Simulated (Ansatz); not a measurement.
# Na_i (8-fold void) in K2NaCl3 (P-3m1): charge-transition levels and formation energies

Charge states of Na_i (8-fold void) in K2NaCl3 (P-3m1), set against the band edges. Model: a cell of 54 host atoms with 1 Na put in.

Method: place-levels on PBEsol runs: charge-transition levels and formation energies with image-charge correction and potential alignment at the atomic sites, in Ansatz 0.2.0.

**1. The structure**

The cell holds 55 atoms: 18 K, 10 Na and 27 Cl. Its edges and angles: a = 12.754 Å, b = 12.754 Å, c = 10.514 Å, α = 90.0°, β = 90.0°, γ = 120.0°. It derives from K2NaCl3 (space group P-3m1). Nearest the centre at fractional (0.222, 0.111, 0.590): Na55 at 0.00 Å, K13 at 2.62 Å, K1 at 2.62 Å, K19 at 2.62 Å, Cl6 at 2.63 Å, Cl30 at 2.63 Å, Cl24 at 2.63 Å, Cl5 at 2.80 Å.

The host's dielectric constants go in as inputs: 2.45 for the electrons alone, (5.79, 5.79, 5.54) with the ions, from a response run on this crystal (DFPT, PBEsol) at that run's own cell.

The cell's shortest repeat is 10.5 Å.

**2. The runs of each charge state**

A transition level is the Fermi level at which two charge states cost the same, so each charge needs its own total energy, at its own relaxed structure.

Each atom starts 0.05 Å or so off its site in a random direction: a symmetric start keeps its symmetry, and would miss off-centre moves and Jahn–Teller distortions. Forces are taken at one point at (¼, ¼, ¼). The cell holds 1 electron more than the neutral one, with a uniform background that keeps it neutral on the whole.

The sampling was tested on the host first: at the k-points planned (1x1x1 shifted 0.25 0.25 0.25) its energy lies -0.001 eV an atom from the dense-mesh value, under the bound of 0.02 eV set for this test; that bounds the host's error, not the defect's.

One of the inputs; charge, spin and start change from state to state.

qm1.relax/input.yaml

```yaml
crystal:
  lattice:
    - [12.75422856, 0.0, 0.0]
    - [-6.37711428, 11.04548594, 0.0]
    - [0.0, 0.0, 10.51352333]
  atoms:
    - { symbol: K, position: [0.11111111, 0.22222222, 0.67778039] }
    - { symbol: K, position: [0.22222222, 0.11111111, 0.32221961] }
    - { symbol: Na, position: [0.0, 0.0, 0.0] }
[... 1 atom line left out ...]
    - { symbol: Cl, position: [0.22222222, 0.11111111, 0.85573335] }
    - { symbol: Cl, position: [0.0, 0.0, 0.5] }
[... 5 atom lines left out ...]
    - { symbol: Cl, position: [0.0, 0.33333333, 0.5] }
    - { symbol: K, position: [0.11111111, 0.88888889, 0.67778039] }
[... 4 atom lines left out ...]
    - { symbol: Cl, position: [0.0, 0.66666667, 0.5] }
    - { symbol: K, position: [0.44444444, 0.22222222, 0.67778039] }
[... 1 atom line left out ...]
    - { symbol: Na, position: [0.33333333, 0.0, 0.0] }
[... 2 atom lines left out ...]
    - { symbol: Cl, position: [0.33333333, 0.0, 0.5] }
    - { symbol: K, position: [0.44444444, 0.55555556, 0.67778039] }
[... 1 atom line left out ...]
    - { symbol: Na, position: [0.33333333, 0.33333333, 0.0] }
[... 2 atom lines left out ...]
    - { symbol: Cl, position: [0.33333333, 0.33333333, 0.5] }
    - { symbol: K, position: [0.44444444, 0.88888889, 0.67778039] }
[... 9 atom lines left out ...]
    - { symbol: Cl, position: [0.88888889, 0.11111111, 0.85573335] }
[... 6 atom lines left out ...]
    - { symbol: Cl, position: [0.66666667, 0.33333333, 0.5] }
    - { symbol: K, position: [0.77777778, 0.88888889, 0.67778039] }
[... 3 atom lines left out ...]
    - { symbol: Cl, position: [0.88888889, 0.77777778, 0.85573335] }
[... 1 atom line left out ...]
    - { symbol: Na, position: [0.222222, 0.111111, 0.589512] }
  host:
    repeats: [3, 3, 1]
    atoms:
      - { symbol: K, position: [0.33333333, 0.66666667, 0.67778039] }
      - { symbol: K, position: [0.66666667, 0.33333333, 0.32221961] }
      - { symbol: Na, position: [0.0, 0.0, 0.0] }
      - { symbol: Cl, position: [0.33333333, 0.66666667, 0.14426665] }
      - { symbol: Cl, position: [0.66666667, 0.33333333, 0.85573335] }
      - { symbol: Cl, position: [0.0, 0.0, 0.5] }
total_charge: -1
basis:
  ecutwfc: 420
  xc_grid: 2
hamiltonian:
  xc: pbesol
kpoints:
  mp_grid: { grid: [1, 1, 1], shift: [0.25, 0.25, 0.25] }
scf:
  occupations: { method: fixed }
  max_iter: 60
output:
  forces: true
  charged_corrections:
    epsilon: 2.45
    static_epsilon: [5.79, 5.79, 5.54]
    defect_position: [0.222222, 0.111111, 0.589512]
relax:
  f_tol: 0.02
  max_steps: 80
  random_displacement: { amplitude: 0.05, seed: 5532 }
checkpoint:
  write: "../qm1.relax.run"
  compress: false
  write_wavefunctions: true
  write_every: 100000
```

Launch:

```bash
$ ansatz run input.yaml --threads 4 --pin off --max-ram 7536MiB --backend cpu --events-out ev --progress --plain --runs-dir out
```

Defect states can disperse in a cell of this size, so the energy is taken again at a 2×2×2 shifted mesh, on the relaxed structure.

The run of this state that the levels use, under PBEsol:

qm1.point/input.yaml

```yaml
crystal:
  checkpoint: "../qm1.relax.run"
  host: checkpoint
total_charge: -1
basis:
  ecutwfc: 420
  xc_grid: 2
hamiltonian:
  xc: pbesol
kpoints:
  mp_grid: { grid: [2, 2, 2], shift: [0.5, 0.5, 0.5] }
scf:
  occupations: { method: fermi_dirac, width: 0.01 }
  max_iter: 60
output:
  forces: true
  eigenvalues: true
  charged_corrections:
    epsilon: 2.45
    static_epsilon: [5.79, 5.79, 5.54]
    defect_position: [0.222222, 0.111111, 0.589512]
  eigenstates: { localisation: true }
  populations: true
  band_densities: [{ bands: [v1, v1] }, { bands: [c1, c1] }]
  write_density: true
  write_potential: true
  volumetric_format: npy
  elf: true
checkpoint:
  read: "../qm1.relax.run"
  write: "../qm1.point.run"
  compress: false
  write_wavefunctions: false
  write_every: 100000
```

Relaxations under PBEsol at one point at (¼, ¼, ¼); times on 4 threads of Arm Neoverse V1, shared host:

```tsv
charge	moment (μB)	occupations	outcome	steps	largest displacement against the far atoms (Å)	time
−1	0	fixed	converged	5	0.43	97 s
0	1	fixed	converged	5	0.41	3.2 min
+1	0	fixed	converged	7	0.39	1.8 min
−1	2	fixed	converged	7	0.47	4.4 min
```

Single points under PBEsol at a 2×2×2 shifted mesh; times on 4 threads of Arm Neoverse V1, shared host:

```tsv
charge	moment (μB)	occupations	outcome	time
−1	0	fermi-dirac	converged	2.7 min
0	1	fermi-dirac	converged	6 min
+1	0	fermi-dirac	converged	2.6 min
−1	2	fermi-dirac	converged	6.7 min
```

Distances (Å) from Na55 to the nearest atoms after relaxation with PBEsol:

```tsv
charge	moment (μB)	1.	2.	3.	4.	5.	6.
−1	0	Cl 2.59	Cl 2.60	Cl 2.60	Cl 2.70	K 3.05	K 3.05
−1	2	Cl 2.61	Cl 2.62	Cl 2.62	Cl 2.71	K 3.05	K 3.05
0	1	Cl 2.57	Cl 2.58	Cl 2.58	Cl 2.64	K 3.04	K 3.04
+1	0	Cl 2.55	Cl 2.55	Cl 2.55	Cl 2.60	K 3.02	K 3.02
```

**3. place-levels, PBEsol**

A charged cell interacts with its images and the background, and its potential has another zero than the host's. place-levels removes the first by a point-charge model, screened by the static dielectric constant since the ions have relaxed around the charge, and the second by comparing potentials at atoms far from the defect.

The host is a run of the defect-free crystal in the same cutoffs, grids and k-points, so that basis and sampling errors cancel in part in the differences. The host is run in a cell of 6 atoms on a matching mesh. Its band edges are searched through the zone by a band path, so the gap is smaller than, or equal to, that on the mesh. Chemical potentials are energies per atom of Na (bcc), run with the same functional and cutoff.

levels.point.yaml

```yaml
host:
  run: host.point.run
states: [qm1.point.run, q0_M1.point.run, qp1.point.run, qm1_M2.point.run]
geometry_from:
  qm1.point.run: qm1.relax.run
  q0_M1.point.run: q0_M1.relax.run
  qp1.point.run: qp1.relax.run
  qm1_M2.point.run: qm1_M2.relax.run
  host.point.run: host.relax.run
chemical_potentials:
  Na:
    energy: -1475.868162
    dataset: "<sha256 of the dataset>"
epsilon: 2.45
static_epsilon: [5.79, 5.79, 5.54]
vertical:
  - { from: qm1.point.run, to: qm1.point_neutral.run }
  - { from: qp1.point.run, to: qp1.point_neutral.run }
  - { from: qm1_M2.point.run, to: qm1_M2.point_neutral.run }
```

Launch:

```bash
$ ansatz place-levels levels.point.yaml -- --threads 4 --pin off --max-ram 7536MiB
```

Numbers of over 12 decimals in the logs are rounded to 6 here.

The log of the run:

```text
[... repeated set-up lines and file paths are left out, and long positions are rounded to six places ...]
(+1/0) 5.057 eV above the valence edge (+5.074 eV without the band-filling correction), in the conduction band
(0/-1) 5.077 eV above the valence edge (+5.500 eV without the band-filling correction), in the conduction band
formation energy of charge +1: -2.833 eV with the Fermi level at the valence edge
formation energy of charge 0: +2.224 eV with the Fermi level at the valence edge
formation energy of charge -1: +7.301 eV with the Fermi level at the valence edge
vertical -1 to 0: no energy, since no alignment is typed
  the change from vertical[0].from (qm1.point.run) to vertical[0].to (qm1.point_neutral.run): by its potential at epsilon 2.45 it stands at 0.209 0.125 0.690, with an rms radius of about 6.3 Å (3.4 3.4 4.1 Å across the planes of the cell's vectors); [...]
vertical +1 to 0: no energy, since no alignment is typed
  the change from vertical[1].from (qp1.point.run) to vertical[1].to (qp1.point_neutral.run): by its potential at epsilon 2.45 it stands at 0.212 0.121 0.704, with an rms radius of about 6.4 Å (3.4 3.4 4.1 Å across the planes of the cell's vectors); [...]
vertical -1 to 0: no energy, since no alignment is typed
  the change from vertical[2].from (qm1_M2.point.run) to vertical[2].to (qm1_M2.point_neutral.run): by its potential at epsilon 2.45 it stands at 0.990 0.379 0.710, with an rms radius of about 7.4 Å (4.8 4.8 3.1 Å across the planes of the cell's vectors); [...]
  edges by pbesol, gap 4.990 eV; the host is sampled to repeats of 25.51 Å
  the defect's cells are sampled to repeats of 25.51 Å, like sampling
  charge +1: -70794.9543 eV with its correction of +0.421 eV, at epsilon [5.79, 5.79, 5.54], aligned at sites: +0.1050 eV, mean over 25 atomic sites at or beyond 5.26 Å from the defect at [0.2222, 0.1111, 0.5895], with -0.006680 for the charge's moments and [...]
  charge 0: +0.000 eV for its dipole among its images, +0.000 omitted
  charge -1: -70782.1661 eV with its correction of +0.032 eV, at epsilon [5.79, 5.79, 5.54], aligned at sites: +0.2838 eV, mean over 25 atomic sites at or beyond 5.26 Å from the defect at [0.2222, 0.1111, 0.5895], with +0.000000 for the charge's moments and [...]
  charge -1: states[3] (qm1_M2.point.run) stands 0.622 eV higher, with a moment of 2.00 μB against 0.00
  states[3] (qm1_M2.point.run): levels filled in part (TS 0.006 eV): its energy is of no whole electron's
  of states[2] (qp1.point.run): it parts from the run at its places by a charge that spreads by about 4.1 Å along one vector (1.8 Å or more is wide), by its potential at epsilon 2.45, taken for that of held ions (one typed too small widens it), where the cell [...]
  of states[1] (q0_M1.point.run): a band-filling correction moves a carrier to the host's band edge, which changes its energy by -0.017 eV; [...]
  of states[0] (qm1.point.run): it parts from the run at its places by a charge that spreads by about 4.1 Å along one vector (1.8 Å or more is wide), by its potential at epsilon 2.45, taken for that of held ions (one typed too small widens it), where the cell [...]
  of states[3] (qm1_M2.point.run): it parts from the run at its places by a charge that spreads by about 4.8 Å along one vector (1.9 Å or more is wide), by its potential at epsilon 2.45, taken for that of held ions (one typed too small widens it), where the [...]
  of vertical[0].from (qm1.point.run): its displacements don't fall off away from the defect: farther atoms stand 0.032 Å off the host's places. [...]
  of vertical[0].to (qm1.point_neutral.run): its displacements don't fall off away from the defect: farther atoms stand 0.032 Å off the host's places. [...]
  of vertical[1].from (qp1.point.run): its displacements don't fall off away from the defect: farther atoms stand 0.022 Å off the host's places. [...]
  of vertical[1].to (qp1.point_neutral.run): its displacements don't fall off away from the defect: farther atoms stand 0.022 Å off the host's places. [...]
  vertical[2].from (qm1_M2.point.run): levels filled in part (TS 0.006 eV): its energy is of no whole electron's
  of vertical[2].from (qm1_M2.point.run): its displacements don't fall off away from the defect: farther atoms stand 0.067 Å off the host's places. [...]
  of vertical[2].to (qm1_M2.point_neutral.run): its displacements don't fall off away from the defect: farther atoms stand 0.067 Å off the host's places. [...]
```

The job ended after 0.47 s (4 threads of Arm Neoverse V1, shared host).

Levels between the charges placed, in eV above the valence top:

```tsv
	gap (eV)	(+1/0)	(0/−1)
PBEsol	4.99	5.06	5.08
```

Corrections by state:

```tsv
charge	moment (μB)	image terms and alignment (eV)	band filling (eV)	ε used	over the lowest of its charge, as the program ranks them, band filling apart (eV)
+1	0.0	0.421	-	principal values (5.54, 5.79, 5.79)	0.000
0	1.0	0.000	-0.017	-	0.000
−1	0.0	0.032	-0.440	principal values (5.54, 5.79, 5.79)	0.000
−1	2.0	0.027	-	principal values (5.54, 5.79, 5.79)	0.622
```

The charged structures listed were also run neutral, and place-levels reads from each pair, by the potential or the spins, how wide the charge is by which they differ; that can be the carrier of either run.

```tsv
charge	rms radius (Å)	spread where it is widest against the cell (Å)	wide from (Å)	reading
+1	6.4	4.14	1.82	wide
−1	6.3	4.14	1.82	wide
```

The neutral runs of these pairs need not share the spin of the lowest neutral state, and very wide values only mean spread over the cell.

From the program's caveats on the states, each cut to its opening words:

- charge +1, −1: it parts from the run at its places by a charge that spreads by about 4.1 Å along one vector (1.8 Å or more is wide), by its potential at epsilon 2.45, taken [...]
- charge +1: the far atoms show a dipole or second moment of the defect's charge, for which the correction takes or leaves out 0.054 eV: further moments aren't read, and [...]
- charge +1: its displacements don't fall off away from the defect: farther atoms stand 0.022 Å off the host's places
- charge 0 (1 μB): a band-filling correction moves a carrier to the host's band edge, which changes its energy by -0.017 eV
- charge 0 (1 μB): its alignment with the host at atomic sites is doubtful: the mean over the far sites moves by -0.0781 eV from their farther parts to their nearer, more than [...]
- charge 0 (1 μB): its displacements don't fall off away from the defect: farther atoms stand 0.028 Å off the host's places
- charge 0 (1 μB): its moments are held at its close (magnetization.spin_locking), by a field of 0.092 eV a Bohr magneton, and its energy and levels are of the state that this [...]
- charge −1: a band-filling correction moves a carrier to the host's band edge, which changes its energy by -0.440 eV
- charge −1: its alignment with the host at atomic sites is doubtful: the mean over the far sites moves by -0.1143 eV from their farther parts to their nearer, more than [...]
- charge −1: its displacements don't fall off away from the defect: farther atoms stand 0.032 Å off the host's places
- charge −1 (2 μB): it parts from the run at its places by a charge that spreads by about 4.8 Å along one vector (1.9 Å or more is wide), by its potential at epsilon 2.45, taken [...]
- charge −1 (2 μB): its alignment with the host at atomic sites is doubtful: the mean over the far sites moves by -0.1366 eV from their farther parts to their nearer, more than [...]
- charge −1 (2 μB): its displacements don't fall off away from the defect: farther atoms stand 0.067 Å off the host's places
- charge −1 (2 μB): its moments are held at its close (magnetization.spin_locking), by a field of 0.394 eV a Bohr magneton, and its energy and levels are of the state that this [...]

Formation energies (eV), elemental references (Δμ(Na) = 0.00 eV):

```tsv
charge	Fermi level at the valence top	at the conduction bottom
+1	-2.83	2.16
0	2.22	2.22
−1	7.30	2.31
```

**4. The same at the relaxations' own k-points**

The relaxations' own energies give the levels at their sampling, for comparison.

levels.relax_mesh.yaml

```yaml
host:
  run: host.relax.run
states: [qm1.relax.run, q0_M1.relax.run, qp1.relax.run, qm1_M2.relax.run]
chemical_potentials:
  Na:
    energy: -1475.868162
    dataset: "<sha256 of the dataset>"
```

Launch:

```bash
$ ansatz place-levels levels.relax_mesh.yaml -- --threads 4 --pin off --max-ram 7536MiB
```

The log of the run:

```text
[...]
formation energy of charge +1: -2.834 eV with the Fermi level at the valence edge
formation energy of charge 0: +2.219 eV with the Fermi level at the valence edge
formation energy of charge -1: +7.292 eV with the Fermi level at the valence edge
  edges by pbesol, gap 4.991 eV; the host is sampled to repeats of 16.53 Å
[... the lines on each state left out ...]
```

Wall time 0.14 s (4 threads).

Levels between neighbouring charges, in eV above the valence top:

```tsv
	gap (eV)	(+1/0)	(0/−1)
one point at (¼, ¼, ¼)	4.99	5.05	5.07
a 2×2×2 shifted mesh	4.99	5.06	5.08
```

Going from one point at (¼, ¼, ¼) to a 2×2×2 shifted mesh moves formation energies against the elements by up to 0.01 eV; band-filling terms, which differ between samplings, are in these energies.

**5. What came out**

```yaml
gap_of_the_host: 4.99 eV (PBEsol)
level_plus_1_over_0: 5.06 eV above the valence top, past the conduction bottom (5.07 eV above the valence top without the band-filling term)
level_0_minus_1: 5.08 eV above the valence top, past the conduction bottom (5.50 eV above the valence top without the band-filling term)
lowest_of_the_charges_placed_just_above_the_valence_top_0p02_ev: +1
lowest_of_the_charges_placed_just_below_the_conduction_bottom_0p02_ev: +1
lowest_formation_energy_at_mid_gap_of_the_charges_run_elemental_references: -0.34 eV
```

What this shows: Of the charges placed (−1, 0 and +1), +1 is the lowest from 0.02 eV above the valence top to 0.02 eV below the conduction bottom, a gap of 4.99 eV. Charges above +1 were not placed, so these runs say nothing of levels that involve them. States placed: +1 at 0 μB; 0 at 1 μB; −1 at 0 μB and 2 μB. Other spin states or structures, where not listed, weren't placed. The program finds carriers beyond a band edge of the host and adds a band-filling term at charge −1 (-0.44 eV) and 0 (-0.02 eV); steps to such a charge show no bound level, and a defect level inside a band would be read the same way. Going from one point at (¼, ¼, ¼) to a 2×2×2 shifted mesh moves formation energies against the elements by up to 0.01 eV; band-filling terms, which differ between samplings, are in these energies. The program doubts the alignment of potentials for at least one state, a sign that the cell is small. What this leaves open: PBEsol makes the gap too small and tends to spread out bound carriers; where a gas molecule sets a chemical potential or the host's formation energy, its binding is uncorrected.

[Logs are printed without paths, hosts, clocks, repeated set-up lines and the standing remarks that a program may print on its own settings, such as how far it seeks lower states.]

[Hosts, paths, dates, database ids (printed as entryN), source tags and the programs' standing remarks are cut or masked in the printed files.]

[Where a table of states has a column of steps, it counts the stored structures, which are thinned; the runs took as many ionic steps or more.]

[A defect's name tells the site on which it was built; relaxed atoms can leave that site.]

[For some hosts the program warned that the k-mesh of the response run may be too coarse for force constants and the static dielectric constant; such warnings are not shown here.]
